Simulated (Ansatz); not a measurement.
Planning a run of Ansatz 0.2.0 on MgTiF6 (R-3). The input:

```yaml
crystal:
  lattice:
    - [2.6082800939, 1.5058912144, 4.444507564]
    - [-2.6082800939, 1.5058912144, 4.444507564]
    - [0.0, -3.0117824287, 4.444507564]
  atoms:
    - { symbol: Mg, position: [0.5, 0.5, 0.5] }
    - { symbol: Ti, position: [0.0, 0.0, 0.0] }
    - { symbol: F, position: [0.67161765, 0.84245558, 0.24224433] }
    - { symbol: F, position: [0.84245558, 0.24224433, 0.67161765] }
    - { symbol: F, position: [0.75775567, 0.32838235, 0.15754442] }
    - { symbol: F, position: [0.15754442, 0.75775567, 0.32838235] }
    - { symbol: F, position: [0.32838235, 0.15754442, 0.75775567] }
    - { symbol: F, position: [0.24224433, 0.67161765, 0.84245558] }
kpoints:
  mp_grid: { grid: [2, 2, 2] }
hamiltonian:
  xc: r2scan
scf:
  occupations: { method: fixed }
gw:
  n_empty_bands: 110
  ecut_chi: 60.0
  qp_bands: [v1, c1]
  qp_kpoints: band_edges
  screening: { model: contour_deformation }
```

```sh
ansatz run input.yaml --threads 1 --pin off --max-ram 36864MiB --backend cpu --events-out ev --progress --plain --runs-dir out
```

Estimate wall time and host memory on 1 thread of Arm Neoverse V2, shared host.

It took 17 s; on shared hardware allow 8.3 s to 33 s. Peak host memory was 0.52 GiB. The sizes that set the cost: 2687 plane waves a state, 4 irreducible k points, 142 bands summed, 113 plane waves in the screening and 7 SCF cycles.

The screening grows as filled bands × empty bands × pairs of k points, times the square of the screening basis for the matrix.

[Paths, hosts, dates, memory and timing lines, banners, echoed tables and standing remarks are left out of the program output.]

[Logs are printed without paths, hosts, clocks, repeated set-up lines and the standing remarks that a program may print on its own settings, such as how far it seeks lower states.]

[Runs of the session that timed out or met a known fault of the program may be left out.]

[Cells called generated may have been cut or substituted from an entry of the Crystallography Open Database or the Materials Project.]

[Hosts, paths, dates, database ids (printed as entryN), source tags and the programs' standing remarks are cut or masked in the printed files.]
